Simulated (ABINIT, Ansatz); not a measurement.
# LiGeN (P6_3mc): G0W0 with ABINIT, start to end

Wanted: ground state, empty states, screening and self-energy for LiGeN (P6_3mc).

Program: ABINIT 10.8.3. Level of theory: PBE and many-body steps on it, plane waves. Values are calculated unless marked as measured.

**1. The system as given**

The structure is hexagonal, space group P6_3mc (No. 186). The conventional cell has a = 3.012 Å, b = 3.012 Å, c = 9.419 Å, α = 90.00°, β = 90.00°, γ = 120.00°. Li has 3 N at 2.18 Å nearest. Nearest to Ge lie 3 N at 2.00 Å. N has 3 Ge at 2.00 Å and 3 Li at 2.18 Å nearest. Farther neighbours, and contacts between anions beyond the nearest, are not listed.

The cell and positions are those that the Materials Project relaxed with its own functionals (PBE, PBE+U or r2SCAN), kept fixed.

**2. Ground state**

This step: ABINIT 10.8.3; DFT, PBE, plane waves, norm-conserving pseudopotentials.

The ground-state density comes first.

Input file run.abi:

```
acell 3*1.0 Angstrom
rprim 
  3.012408535488 -0.000000000022 0.000000000000
  -1.506204267725 2.608822318321 0.000000000000
  0.000000000000 0.000000000000 9.419459000000
ntypat 3
znucl 3 32 7
natom 6
typat 1 1 2 2 3 3
xred 
  0.666666666667 0.333333333333 0.743392000000
  0.333333333333 0.666666666667 0.243392000000
  -0.000000000000 -0.000000000000 0.498023000000
  -0.000000000000 -0.000000000000 0.998023000000
  0.333333333333 0.666666666667 0.603223000000
  0.666666666667 0.333333333333 0.103223000000
pp_dirpath "pseudos"
pseudos "Li.upf, Ge.upf, N.upf"
ecut 36
ngkpt 6 6 2
nshiftk 1
shiftk 0 0 0
kptopt 1
chksymbreak 0
nband 29
occopt 1
tolvrs 1e-10
nstep 60
prtwf 0
optforces 0
optstress 0
indata_prefix "in"
outdata_prefix "out"
tmpdata_prefix "tmp"
```

The run is started by

```sh
> OMP_NUM_THREADS=1 mpirun -n 4 abinit run.abi > log
```

Standard output:

```text
.Version 10.8.3 of ABINIT. v10.8.2 released Aug 2026.

 Symmetries : space group P6_3 m c (#186); Bravais hP (primitive hexag.)
================================================================================
 Values of the parameters that define the memory need of the present run
     intxc =       0    ionmov =       0      iscf =       7    lmnmax =       6
     lnmax =       6     mgfft =     100  mpssoang =       3    mqgrid =    4808
     natom =       6  nloc_mem =       1    nspden =       1   nspinor =       1
    nsppol =       1      nsym =      12    n1xccc =    2501    ntypat =       3
    occopt =       1   xclevel =       2
-    mband =          29        mffmem =           1         mkmem =           4
       mpw =        5174          nfft =      102400          nkpt =          14
================================================================================
  Rough estimation (10% accuracy) of disk space for files :
================================================================================

--------------------------------------------------------------------------------
------------- Echo of variables that govern the present computation ------------
--------------------------------------------------------------------------------
 -outvars: echo values of preprocessed input variables --------
            acell      1.8897261259E+00  1.8897261259E+00  1.8897261259E+00 Bohr

      chksymbreak           0
             ecut      3.60000000E+01 Hartree
-          fftalg         312

              ixc     -101130
              kpt      0.00000000E+00  0.00000000E+00  0.00000000E+00
                       1.66666667E-01  0.00000000E+00  0.00000000E+00
                       3.33333333E-01  0.00000000E+00  0.00000000E+00
                       5.00000000E-01  0.00000000E+00  0.00000000E+00
                       1.66666667E-01  1.66666667E-01  0.00000000E+00
                       3.33333333E-01  1.66666667E-01  0.00000000E+00
                       3.33333333E-01  3.33333333E-01  0.00000000E+00
                       0.00000000E+00  0.00000000E+00  5.00000000E-01
                       1.66666667E-01  0.00000000E+00  5.00000000E-01
                       3.33333333E-01  0.00000000E+00  5.00000000E-01
                       5.00000000E-01  0.00000000E+00  5.00000000E-01
[...]
kptrlatt        6    0    0      0    6    0      0    0    2
          kptrlen      3.41557627E+01
P           mkmem           4
            natom           6
            nband          29
            ngfft          32      32     100
             nkpt          14
            nstep          60
             nsym          12
           ntypat           3
              occ      2.000000  2.000000  2.000000  2.000000  2.000000  2.000000
                       2.000000  2.000000  2.000000  2.000000  2.000000  2.000000
                       2.000000  2.000000  2.000000  2.000000  2.000000  2.000000
                       2.000000  2.000000  2.000000  2.000000  0.000000  0.000000
                       0.000000  0.000000  0.000000  0.000000  0.000000
        optforces           0
        optstress           0
            prtwf           0
            rprim      3.0124085355E+00 -2.2000000000E-11  0.0000000000E+00
[...]
spgroup         186

           tolvrs      1.00000000E-10

             xred      6.6666666667E-01  3.3333333333E-01  7.4339200000E-01
[...]
znucl        3.00000   32.00000    7.00000

================================================================================

 chkinp: Checking input parameters for consistency.

================================================================================
== DATASET  1 ==================================================================
-   mpi_nproc: 4, omp_nthreads: 1 (-1 if OMP is not activated)

--- !DatasetInfo
iteration_state: {dtset: 1, }
dimensions: {natom: 6, nkpt: 14, mband: 29, nsppol: 1, nspinor: 1, nspden: 1, mpw: 5174, }
cutoff_energies: {ecut:  36.0, pawecutdg:  -1.0, }
electrons: {nelect:   4.40000000E+01, charge:   0.00000000E+00, occopt:   1.00000000E+00, tsmear:   1.00000000E-02, }

 Real(R)+Recip(G) space primitive vectors, cartesian coordinates (Bohr,Bohr^-1):
 R(1)=  5.6926271  0.0000000  0.0000000  G(1)=  0.1756658  0.1014207  0.0000000
 R(2)= -2.8463136  4.9299597  0.0000000  G(2)=  0.0000000  0.2028414  0.0000000
 R(3)=  0.0000000  0.0000000 17.8001978  G(3)=  0.0000000  0.0000000  0.0561792
 Unit cell volume ucvol=  4.9955227E+02 bohr^3
 Angles (23,13,12)=  9.00000000E+01  9.00000000E+01  1.20000000E+02 degrees

 getcut: wavevector=  0.0000  0.0000  0.0000  ngfft=  32  32 100
         ecut(hartree)=     36.000   => boxcut(ratio)=   2.07998

--- Pseudopotential description ------------------------------------------------
- Li Generated using ONCVPSP code by D. R. Hamann
-  3.00000   3.00000  171031                  znucl, zion, pspdat
12 -101130 1 -1 1944                          pspcod,pspxc,lmax,lloc,mmax
     nproj     2     2     0
  pspatm : epsatm=    2.74360059
         --- l  ekb(1:nproj) -->
[...]
pspatm: atomic psp has been read  and splines computed

- Ge Generated using ONCVPSP code by D. R. Hamann
- 32.00000  14.00000  171031                  znucl, zion, pspdat
12 -101130 2 -1 1560                          pspcod,pspxc,lmax,lloc,mmax
     nproj     2     2     2
  pspatm : epsatm=   30.91138732
         --- l  ekb(1:nproj) -->
[...]
pspatm: atomic psp has been read  and splines computed

- N Generated using ONCVPSP code by D. R. Hamann
-  7.00000   5.00000  171031                  znucl, zion, pspdat
12 -101130 1 -1 1058                          pspcod,pspxc,lmax,lloc,mmax
     nproj     2     2     0
  pspatm : epsatm=    5.20977870
         --- l  ekb(1:nproj) -->
[...]
pspatm: atomic psp has been read  and splines computed

   3.42009946E+03                                ecore*ucvol(ha*bohr**3)
--------------------------------------------------------------------------------

_setup2: Arith. and geom. avg. npw (full set) are    5153.014    5152.994

================================================================================

--- !BeginCycle
iteration_state: {dtset: 1, }
solver: {iscf: 7, nstep: 60, nline: 4, wfoptalg: 0, }
tolerances: {tolvrs: 1.00E-10, }

     iter   Etot(hartree)      deltaE(h)  residm     vres2
 ETOT  1  -211.01486204511    -2.110E+02 6.558E-01 2.645E+03
 ETOT  2  -213.16645108769    -2.152E+00 2.998E-02 3.421E+03
 ETOT  3  -213.85266139059    -6.862E-01 1.305E-02 9.970E+01
 ETOT  4  -213.85978181685    -7.120E-03 9.713E-03 4.456E+01
 ETOT  5  -213.86035824716    -5.764E-04 8.254E-04 1.685E+01
 ETOT  6  -213.86286786548    -2.510E-03 5.018E-04 1.235E+00
 ETOT  7  -213.86303206090    -1.642E-04 2.138E-04 7.518E-03
 ETOT  8  -213.86303341900    -1.358E-06 2.378E-04 1.347E-03
 ETOT  9  -213.86303370822    -2.892E-07 2.475E-04 1.693E-04
 ETOT 10  -213.86303375271    -4.449E-08 1.363E-04 1.166E-06
 ETOT 11  -213.86303375302    -3.133E-10 5.142E-04 8.959E-08
 ETOT 12  -213.86303375304    -2.169E-11 2.095E-04 2.585E-10
 ETOT 13  -213.86303375304     1.080E-12 8.236E-04 1.313E-11

 At SCF step   13       vres2   =  1.31E-11 < tolvrs=  1.00E-10 =>converged.

--- !ResultsGS
iteration_state: {dtset: 1, }
comment   : Summary of ground state results
lattice_vectors:
- [  5.6926271,  -0.0000000,   0.0000000, ]
- [ -2.8463136,   4.9299597,   0.0000000, ]
- [  0.0000000,   0.0000000,  17.8001978, ]
lattice_lengths: [   5.69263,    5.69263,   17.80020, ]
lattice_angles: [ 90.000,  90.000, 120.000, ] # degrees, (23, 13, 12)
lattice_volume:   4.9955227E+02
convergence: {deltae:  1.080E-12, res2:  1.313E-11, residm:  8.236E-04, diffor:  0.000E+00, }
etotal    :  -2.13863034E+02
entropy   :   0.00000000E+00
fermie    :   1.44304444E-01
cartesian_stress_tensor: null
pressure_GPa: null
xred      :
- [  6.6667E-01,   3.3333E-01,   7.4339E-01, Li]
- [  3.3333E-01,   6.6667E-01,   2.4339E-01, Li]
- [  0.0000E+00,   0.0000E+00,   4.9802E-01, Ge]
- [  0.0000E+00,   0.0000E+00,   9.9802E-01, Ge]
- [  3.3333E-01,   6.6667E-01,   6.0322E-01,  N]
- [  6.6667E-01,   3.3333E-01,   1.0322E-01,  N]
cartesian_forces: null
force_length_stats: {min: null, max: null, mean: null, }

 Integrated electronic density in atomic spheres:
 ------------------------------------------------
 Atom  Sphere_radius  Integrated_density
[...]
================================================================================

 ----iterations are completed or convergence reached----

 Mean square residual over all n,k,spin=   22.039E-07; max=  82.361E-05
 reduced coordinates (array xred) for    6 atoms
[...]
0.333333      0.666667      0.243392
       0.000000      0.000000      0.498023
       0.000000      0.000000      0.998023
       0.333333      0.666667      0.603223
       0.666667      0.333333      0.103223
 rms dE/dt=  0.0000E+00; max dE/dt=  0.0000E+00; dE/dt below (all hartree)
    1       0.000000      0.000000      0.000000
    2       0.000000      0.000000      0.000000
    3       0.000000      0.000000      0.000000
    4       0.000000      0.000000      0.000000
    5       0.000000      0.000000      0.000000
    6       0.000000      0.000000      0.000000

 cartesian coordinates (angstrom) at end:
    1      1.506204     0.869607     7.002350
    2      1.267e-11     1.739215     2.292621
    3      0.000000     0.000000     4.691107
    4      0.000000     0.000000     9.400837
    5      1.267e-11     1.739215     5.682034
    6      1.506204     0.869607     0.972305
 length scales=  1.889726  1.889726  1.889726 bohr
              =  1.000000  1.000000  1.000000 angstroms
 prteigrs : about to open file out_EIG
 Fermi (or HOMO) energy (hartree) =   0.14430   Average Vxc (hartree)=  -0.38424
 Eigenvalues (hartree) for nkpt=  14  k points:
 kpt#   1, nband= 29, wtk=  0.01389, kpt=  0.0000  0.0000  0.0000 (reduced coord)
  -1.51565   -1.51565   -0.74194   -0.74194   -0.74194   -0.74194   -0.73734   -0.73732
  -0.73609   -0.73609   -0.73609   -0.73609   -0.46058   -0.45932   -0.13633   -0.11089
   0.05711    0.10401    0.10401    0.10404    0.10404    0.13393    0.23914    0.27432
   0.40995    0.42439    0.44781    0.44786    0.45306
 prteigrs : prtvol=0 or 1, do not print more k-points.

--- !EnergyTerms
iteration_state     : {dtset: 1, }
comment             : Components of total free energy in Hartree
kinetic             :  1.589747E+02
hartree             :  6.907742E+01
xc                  : -5.322133E+01
Ewald energy        : -1.164218E+02
psp_core            :  6.846330E+00
local_psp           : -1.733977E+02
non_local_psp       : -1.057207E+02
total_energy        : -2.138630E+02
total_energy_eV     : -5.819510E+03
band_energy         : -2.234052E+01

== END DATASET(S) ==============================================================
================================================================================

 -outvars: echo values of variables after computation  --------
           etotal     -2.1386303375E+02
            nband          29
             nkpt          14
          spgroup         186
 [... the other variables as echoed above ...]

 Calculation completed.
```

Elapsed: 20 s, on 4 MPI ranks of Arm Neoverse V2, shared host; peak memory 0.41 GiB; 80 s of CPU time.

Read from the output:

| Item | Value |
| --- | --- |
| total energy | -5819.5096 eV |
| gap | 1.459 eV |
| k of the valence top | 0.1667, 0.1667, 0 |
| k of the conduction bottom | 0.5, 0, 0 |
| least direct gap | 2.440 eV |

The gap is indirect, with the least direct gap 0.98 eV higher.

(Part 1 of 3 ends here.)

[Long decimals in the printed logs are rounded to 6 places.]

[Logs are printed without paths, hosts, clocks, repeated set-up lines and the standing remarks that a program may print on its own settings, such as how far it seeks lower states.]

[Paths, hosts, dates, memory and timing lines, banners, echoed tables and standing remarks are left out of the program output; an Ansatz launch command may be rebuilt from the run's recorded settings. Measured values are a selection of at most five: reports struck by readers or far from the other reports are left out. None is set beside runs whose start may be inverted or whose files or cutoffs have a known fault.]

[Runs of the session that timed out or met a known fault of the program may be left out.]

[Hosts, paths, dates, database ids (printed as entryN), source tags and the programs' standing remarks are cut or masked in the printed files.]

[G0W0 gaps are taken among the corrected bands and points alone; a level outside them can change the order at an edge.]

[Where Ansatz stands beside ABINIT at settings called matched, ABINIT's density can come from a denser mesh and the files from another edition; pairs whose starting gaps differed by over 0.03 eV were left out, so agreement reads better than it is.]
